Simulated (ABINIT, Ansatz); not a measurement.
# InH (Fm-3m): zone-centre phonons, part 2 of 2

Aim: the zone-centre modes of InH (Fm-3m).

ABINIT 10.8.3; DFT LDA, scalar-relativistic, plane waves, HGH norm-conserving pseudopotentials.

So far. Step 2 (Relaxation): The volume changes by -2.9 % from the cell with which this run began. Step 4 (Linear response at Γ): The acoustic modes at Γ come out as far as 0.2 cm⁻¹ from zero, where they should vanish, a small numerical error. The lowest optical mode is imaginary, 325i cm⁻¹, an instability at this level and on this k mesh. The relaxed cell has a = 4.788 Å (conventional setting).

The structure was built from a prototype and need not be the compound's stable phase.

## (5) Zone-centre analysis

anaddb reads the merged derivatives and imposes the acoustic sum rule.

Input file anaddb.abi:

```
ddb_filepath "gamma_DDB"
output_file "anaddb.abo"
outdata_prefix "anaddb"
asr 1
chneut 1
enunit 2
eivec 1
nph1l 1
qph1l 0.0 0.0 0.0 1.0
```

Input file mrgddb.in:

```
gamma_DDB
merged
2
dfpt_gammao_DDB
gso_DDB
```

Started as:

```console
mrgddb < mrgddb.in > mrgddb.log
OMP_NUM_THREADS=1 anaddb anaddb.abi > anaddb.log
```

anaddb.abo, the main output file:

```text
-outvars_anaddb: echo values of input variables ----------------------

 Miscellaneous information :
      enunit         2
       eivec         1
         asr         1
 First list of wavevector (reduced coord.) :
       nph1l         1
       qph1l
                     0.00000000E+00  0.00000000E+00  0.00000000E+00    1.000E+00

================================================================================

 read the DDB information and perform some checks

  ==== Info on the Cryst% object ====
 Real(R)+Recip(G) space primitive vectors, cartesian coordinates (Bohr,Bohr^-1):
 R(1)=  0.0000000  4.5236772  4.5236772  G(1)= -0.1105295  0.1105295  0.1105295
 R(2)=  4.5236772  0.0000000  4.5236772  G(2)=  0.1105295 -0.1105295  0.1105295
 R(3)=  4.5236772  4.5236772  0.0000000  G(3)=  0.1105295  0.1105295 -0.1105295
 Unit cell volume ucvol=  1.8514194E+02 bohr^3
 Angles (23,13,12)=  6.00000000E+01  6.00000000E+01  6.00000000E+01 degrees
 Time-reversal symmetry is present
 Reduced atomic positions [iatom, xred, symbol]:
    1)    0.0000000  0.0000000  0.0000000  In
    2)    0.5000000  0.5000000  0.5000000   H

 DDB file with 3 blocks has been read.

================================================================================

 Treat the first list of vectors

  Phonon wavevector (reduced coordinates) :  0.00000  0.00000  0.00000
 Phonon energies in Hartree :
  -1.482903E-03 -1.482903E-03 -1.482903E-03  0.000000E+00  0.000000E+00
   0.000000E+00
 Phonon energies in meV     :
- -4.035184E+01 -4.035184E+01 -4.035184E+01  0.000000E+00  0.000000E+00
-  0.000000E+00
 Phonon frequencies in cm-1    :
- -3.254595E+02 -3.254595E+02 -3.254595E+02  0.000000E+00  0.000000E+00
-  0.000000E+00
 Phonon frequencies in Thz     :
- -9.757032E+00 -9.757032E+00 -9.757032E+00  0.000000E+00  0.000000E+00
-  0.000000E+00
 Phonon energies in Kelvin  :
- -4.682637E+02 -4.682637E+02 -4.682637E+02  0.000000E+00  0.000000E+00
-  0.000000E+00

 Eigendisplacements
 (will be given, for each mode : in cartesian coordinates
   for each atom the real part of the displacement vector,
   then the imaginary part of the displacement vector - absolute values smaller than 1.0d-7 are set to zero)
  Mode number    1   Energy   -1.482903E-03
 Attention : low frequency mode.
   (Could be unstable or acoustic mode)
-  1  0.00000000E+00 -2.03901147E-04  5.70355712E-07
-     0.00000000E+00  0.00000000E+00  0.00000000E+00
-  2 -1.05596442E-06  2.32275294E-02 -6.49724351E-05
-     0.00000000E+00  0.00000000E+00  0.00000000E+00
  Mode number    2   Energy   -1.482903E-03
 Attention : low frequency mode.
   (Could be unstable or acoustic mode)
-  1  0.00000000E+00 -5.70354580E-07 -2.03901146E-04
-     0.00000000E+00  0.00000000E+00  0.00000000E+00
-  2 -2.82753491E-06  6.49723062E-05  2.32275293E-02
-     0.00000000E+00  0.00000000E+00  0.00000000E+00
  Mode number    3   Energy   -1.482903E-03
 Attention : low frequency mode.
   (Could be unstable or acoustic mode)
-  1  2.03901943E-04  0.00000000E+00  0.00000000E+00
-     0.00000000E+00  0.00000000E+00  0.00000000E+00
-  2 -2.32276201E-02 -1.06386948E-06 -2.82457011E-06
-     0.00000000E+00  0.00000000E+00  0.00000000E+00
  Mode number    4   Energy    0.000000E+00
 Attention : low frequency mode.
   (Could be unstable or acoustic mode)
-  1  0.00000000E+00  0.00000000E+00 -2.17627256E-03
-     0.00000000E+00  0.00000000E+00  0.00000000E+00
-  2  0.00000000E+00  0.00000000E+00 -2.17627012E-03
-     0.00000000E+00  0.00000000E+00  0.00000000E+00
  Mode number    5   Energy    0.000000E+00
 Attention : low frequency mode.
   (Could be unstable or acoustic mode)
-  1  0.00000000E+00 -2.17627256E-03  0.00000000E+00
-     0.00000000E+00  0.00000000E+00  0.00000000E+00
-  2  0.00000000E+00 -2.17627012E-03  0.00000000E+00
-     0.00000000E+00  0.00000000E+00  0.00000000E+00
  Mode number    6   Energy    0.000000E+00
 Attention : low frequency mode.
   (Could be unstable or acoustic mode)
-  1  2.17627256E-03  0.00000000E+00  0.00000000E+00
-     0.00000000E+00  0.00000000E+00  0.00000000E+00
-  2  2.17627012E-03  0.00000000E+00  0.00000000E+00
-     0.00000000E+00  0.00000000E+00  0.00000000E+00

 Analysis of degeneracies and characters (maximum tolerance=1.00E-06 a.u.)
 For each vibration mode, or group of modes if degenerate,
 the characters are given for each symmetry operation (see the list in the log file).
 Symmetry characters of vibration mode #   1
       degenerate with vibration modes #   2 to    3
  3.0 -3.0 -1.0  1.0 -1.0  1.0 -1.0  1.0  1.0 -1.0 -1.0  1.0  1.0 -1.0 -1.0  1.0
 -0.0  0.0  0.0 -0.0 -0.0  0.0  0.0 -0.0  1.0 -1.0 -1.0  1.0 -1.0  1.0  1.0 -1.0
 -0.0  0.0 -0.0  0.0  0.0 -0.0  0.0 -0.0  1.0 -1.0  1.0 -1.0 -1.0  1.0 -1.0  1.0
 Symmetry characters of vibration mode #   4
       degenerate with vibration modes #   5 to    6
  3.0 -3.0 -1.0  1.0 -1.0  1.0 -1.0  1.0  1.0 -1.0 -1.0  1.0  1.0 -1.0 -1.0  1.0
 -0.0  0.0  0.0 -0.0 -0.0  0.0  0.0 -0.0  1.0 -1.0 -1.0  1.0 -1.0  1.0  1.0 -1.0
  0.0 -0.0  0.0 -0.0  0.0 -0.0 -0.0  0.0  1.0 -1.0  1.0 -1.0 -1.0  1.0 -1.0  1.0
-
```

Run time: 0.55 s. Hardware: 1 thread of Arm Neoverse N1, shared host.

Read from the output:

- highest optical zone-centre mode (no LO-TO term): -325.5 cm⁻¹
- lowest optical zone-centre mode: -325.5 cm⁻¹

No LO-TO term; unit eigenvectors of the mass-weighted matrix, from anaddb's displacements. The modes at Γ (shares of kinetic energy by element, %) (negative means imaginary):

| mode | frequency (cm⁻¹) | symmetry | In % | H % |
| --- | --- | --- | --- | --- |
| 1 | -325.5 | T1u | 1 | 99 |
| 2 | -325.5 | T1u | 1 | 99 |
| 3 | -325.5 | T1u | 1 | 99 |
| 4 | 0.0 | acoustic | 99 | 1 |
| 5 | 0.0 | acoustic | 99 | 1 |
| 6 | 0.0 | acoustic | 99 | 1 |

Displacements in mode 2 (-325.5 cm⁻¹), the largest set to 1:
```
In1  0.00  0.00 -0.01
H2   0.00  0.00  1.00
```

The rule moves no optical mode by more than 0.1 cm⁻¹.

## (6) A second program

The same cell goes through another code, with its own cutoff. The potentials differ.

This step: DFT LDA, scalar-relativistic, plane waves, PseudoDojo norm-conserving pseudopotentials (Ansatz 0.2.0).

Input file input.yaml:

```yaml
crystal:
  lattice:
    - [0.0, 2.3938268912, 2.3938268912]
    - [2.3938268912, 0.0, 2.3938268912]
    - [2.3938268912, 2.3938268912, 0.0]
  atoms:
    - { symbol: In, position: [0.0, 0.0, 0.0] }
    - { symbol: H, position: [0.5, 0.5, 0.5] }
kpoints:
  mp_grid: { grid: [12, 12, 12] }
hamiltonian:
  xc: lda
  pseudopotentials: { kind: nc, accuracy: standard }
scf:
  occupations: { method: gaussian, width: 0.27211 }
output:
  eigenvalues: true
phonons:
  method: dfpt
```

Started as:

```console
ansatz run input.yaml --threads 2 --pin off --max-ram 4096MiB --backend cpu --events-out ev --progress --plain --runs-dir out
```

Log:

```text
Engine: ansatz 0.2.0, aarch64-unknown-linux-gnu
Pseudopotentials: kind: nc
Pseudopotential: In, nc, valence charge 13, recommended cutoff 952.398519 eV (normal), In.nc.azcp (PseudoDojo's, or run here from an input of PseudoDojo's; its table is named by hamiltonian.pseudopotentials.accuracy)
Pseudopotential: H, nc, valence charge 1, recommended cutoff 1006.821291 eV (normal), H.nc.azcp (PseudoDojo's, or run here from an input of PseudoDojo's; its table is named by hamiltonian.pseudopotentials.accuracy)
Functional definition: SPW92
  exchange = slater_x
  correlation = pw_c
Crystal: 2 atoms, lattice volume = 27.435 Å³
Basis set: ecut = 1006.821291 eV, 1989 PW (Γ), exchange–correlation on 72×72×72 points (8 copies of the dense FFT grid, shifted against one another)
Bands: 11, of which v1, the nominal top of the filled ones, is band 7 counted from 1 (6 counted from 0)
Symmetry: 48 space group operations
k-points: 163 of 1728 (irreducible under 8 space group operations, time reversal used)
Non-local potential: In, projectors of the file, l = 0: 2, l = 1: 2, l = 2: 2
Non-local potential: H, projectors of the file, l = 0: 2, l = 1: 1
Initial density: superposition of atomic densities (chi_scale 0.1, normalization cell, long waves kept (reshape's long-wave potential 0.00 eV rms))
Initial wavefunctions: pseudopotential atomic-orbital guess
Functional: x = slater, c = lda
SCF iter   1: F=—  HF=-1817.671780 eV  |F-HF|=—  |Δ(HF+E_count)|=         —  Δρ=3.58e-2  dr2=4.98e-1  ethr=3.10e-3  ⟨swp⟩=5.3  Hψ=10955  notcnv=0
preconditioner: auto → none  [insulator: Δε(μ)=0.330 eV  Ē_g=17.352 eV  σ=0.272 eV  W_gap=0.60  n_scr=8 (ndim 8)  ℏωp=26.5 eV  f_vac=0.000  D(μ)=0.46/eV (n_scr^D=0)  ε∞_Penn≈3.3]
SCF iter   2: F=—  HF=-1817.479453 eV  |F-HF|=—  |Δ(HF+E_count)|=   1.92e-1  Δρ=5.68e-3  dr2=5.07e-3  ethr=3.10e-3  ⟨swp⟩=2.3  Hψ=3860  notcnv=0  defer=1
SCF iter   3: F=—  HF=-1817.479122 eV  |F-HF|=—  |Δ(HF+E_count)|=   3.31e-4  Δρ=2.66e-3  dr2=7.53e-4  ethr=3.62e-5  ⟨swp⟩=2.0  Hψ=2751  notcnv=0  defer=4
SCF iter   4: F=—  HF=-1817.479052 eV  |F-HF|=—  |Δ(HF+E_count)|=   7.04e-5  Δρ=3.38e-4  dr2=1.97e-5  ethr=5.38e-6  ⟨swp⟩=2.4  Hψ=2706  notcnv=0  defer=4
SCF iter   5: F=—  HF=-1817.479059 eV  |F-HF|=—  |Δ(HF+E_count)|=   6.97e-6  Δρ=2.61e-4  dr2=9.26e-6  ethr=1.41e-7  ⟨swp⟩=3.3  Hψ=3759  notcnv=0  defer=4
SCF iter   6: F=—  HF=-1817.479055 eV  |F-HF|=—  |Δ(HF+E_count)|=   4.00e-6  Δρ=6.98e-5  dr2=6.44e-7  ethr=6.61e-8  ⟨swp⟩=2.0  Hψ=2625  notcnv=0  defer=4
SCF iter   7: F=—  HF=-1817.479052 eV  |F-HF|=—  |Δ(HF+E_count)|=   2.96e-6  Δρ=1.56e-5  dr2=3.53e-8  ethr=4.60e-9  ⟨swp⟩=2.4  Hψ=2875  notcnv=0  defer=4
SCF iter   8: F=—  HF=-1817.479052 eV  |F-HF|=—  |Δ(HF+E_count)|=   1.00e-8  Δρ=1.19e-6  dr2=1.87e-10  ethr=2.52e-10  ⟨swp⟩=2.7  Hψ=3168  notcnv=0  defer=4
SCF iter   9: F=-1817.479052 eV  HF=-1817.479052 eV  |F-HF|=1.82e-12  |Δ(HF+E_count)|=  3.11e-10  Δρ=1.14e-7  dr2=2.45e-12  ethr=1.00e-12  ⟨swp⟩=13.0  Hψ=15804  notcnv=0
SCF 1 converged in 9 iterations: F = -1817.479052 eV  dr2 = 2.45e-12
DFPT response loops at Γ: preconditioner auto → Kerker (q_TF=auto, 2.439 Å⁻¹) (partly filled bands, converged f_vac=0.000); β = 1.00, the filter's whole step (`scf.mixing.beta` (0.50) is not read by the response loops under this deck's `scf.mixing.preconditioner`; to damp them name `kerker` or `kerker_dos`, under which they read `scf.mixing.beta`, and type it under 1.00, their step now; both keys bind the ground state too); Broyden in place of MSR1
SCF converged after 9 iterations
Free energy (F): -1817.479052 eV
Harris-Foulkes:  -1817.479052 eV  (|F-HF|=1.82e-12)
Internal energy: -1817.459461 eV  (E = F + TS)
E sigma→0 (E₀):  -1817.469256 eV
Entropy (-TS):   -0.019591 eV (-9.795 meV/atom)
Fermi energy:    10.350322 eV
--- Per-component energies (eV) ---
  E_band       = -17.682109
  E_kinetic    = 1148.537938
  E_local      = -1167.175302  (includes V_loc(G=0)·N_el)
  E_nonlocal   = -403.398061
  E_hartree    = 365.294088
  E_xc         = -545.984091
  E_vxc        = -326.234804  (∫ρ·V_xc dr)
  E_ewald      = -1214.734034
  E_smearing   = -0.019591  (= −TS)
  E_closure    = 0.000000  (closes the sum)
  Σ components = -1817.479052   (vs F -1817.479052, Δ=0.00e0)
--- Band table (eV; the first three rows and the last of 163) ---
  k-point 0: bands = [... 3 lower, -4.0705, -4.0705, -0.5929, 14.7441, 19.2890, 19.2890, 19.2890, 21.8145]
  k-point 1: bands = [... 3 lower, -4.0723, -4.0723, -0.4496, 14.1997, 18.5942, 19.1213, 19.1213, 21.5002]
  k-point 2: bands = [... 3 lower, -4.0677, -4.0677, -0.0168, 12.7255, 17.3416, 18.7596, 18.7596, 21.9452]
  k-point 162: bands = [... 3 lower, -4.0334, -3.8845, 6.6084, 8.0482, 9.6275, 9.6275, 18.7788, 23.6823]
--- Phonons (Γ-DFPT): 2 representative perturbations + reference, on 163 of 1728 k-points (Σ response iterations 6) ---
  k mesh reduced under 8 symmetry operations, with k and −k counted as one. Each operation leaves every solved perturbation unchanged. A smaller set is not used because it would not reduce the number of displacements times k-points to solve
  ASR residual: 1.958e-4 → 0.000e0 eV/Å²; symmetrization residual: 1.968e-6 eV/Å²
  ASR residual per site (eV/Å²): 1.96e-4 8.25e-6
  Γ frequencies (cm⁻¹): -205.99 -205.99 -205.99 0.00 0.00 0.00
  non-analytic LO–TO correction: not included (Born effective charges unavailable; polar crystals: no LO–TO splitting at Γ)
```

Wall time 35 s (2 threads); peak memory 0.62 GiB.

This step gave:

```
sum-rule residual before enforcement             : 1.96e-4 eV/Å²
highest optical zone-centre mode (no LO-TO term) : -206.0 cm⁻¹
lowest optical zone-centre mode                  : -206.0 cm⁻¹
```

## (7) Side by side: ABINIT HGH and Ansatz, PseudoDojo

Numbers from this step:

| Property | Result |
| --- | --- |
| root-mean-square difference | 119.5 cm⁻¹ |
| largest difference | 119.5 cm⁻¹ |

Optical modes, paired by symmetry label. Frequencies side by side, by row:

| q (reciprocal lattice) | mode | ABINIT HGH (cm⁻¹) | Ansatz, PseudoDojo (cm⁻¹) |
| --- | --- | --- | --- |
| 0 0 0 | 1 | -325.5 | -206 |
| 0 0 0 | 2 | -325.5 | -206 |
| 0 0 0 | 3 | -325.5 | -206 |

At the zone centre the largest difference (acoustic modes at Γ apart) is 37 % of the highest mode.

## (8) Summary of results

| Item | Value |
| --- | --- |
| space group after relaxation | Fm-3m |
| volume per atom | 13.7 Å³ |
| highest optical zone-centre mode (no LO-TO term) | -325.5 cm⁻¹ |
| imaginary optical modes at the zone centre (no q mesh in this session) | yes |
| largest difference from Ansatz, PseudoDojo | 119.5 cm⁻¹ |

In words: At the LDA level the optical modes of InH (Fm-3m) at the zone centre lie at 325i cm⁻¹, so the structure is a saddle point, with 3 modes beyond 10i cm⁻¹ there. On other potentials, and in a cell that was not relaxed for them, the second run differs strongly on some modes. ABINIT HGH and Ansatz, PseudoDojo differ by 119.5 cm⁻¹ in the root mean square and by 119.5 cm⁻¹ at most, 36.7 % of the highest mode compared (acoustic modes at Γ left out); the two use different potentials, and the cell was not relaxed for the second set. These are harmonic frequencies at zero temperature: anharmonic shifts and linewidths and thermal expansion are left out. The HGH files keep few electrons and have no core correction, which is cheap but rough for In. In a metal the frequencies hang on the k mesh and the smearing, most of all near Kohn anomalies. The structure is a hypothetical one, built on a prototype.

[Host names and launcher messages were left out of these logs when they were recorded.]

[Logs are printed without paths, hosts, clocks, repeated set-up lines and the standing remarks that a program may print on its own settings, such as how far it seeks lower states.]

[Hosts, paths, dates, database ids (printed as entryN), source tags and the programs' standing remarks are cut or masked in the printed files.]
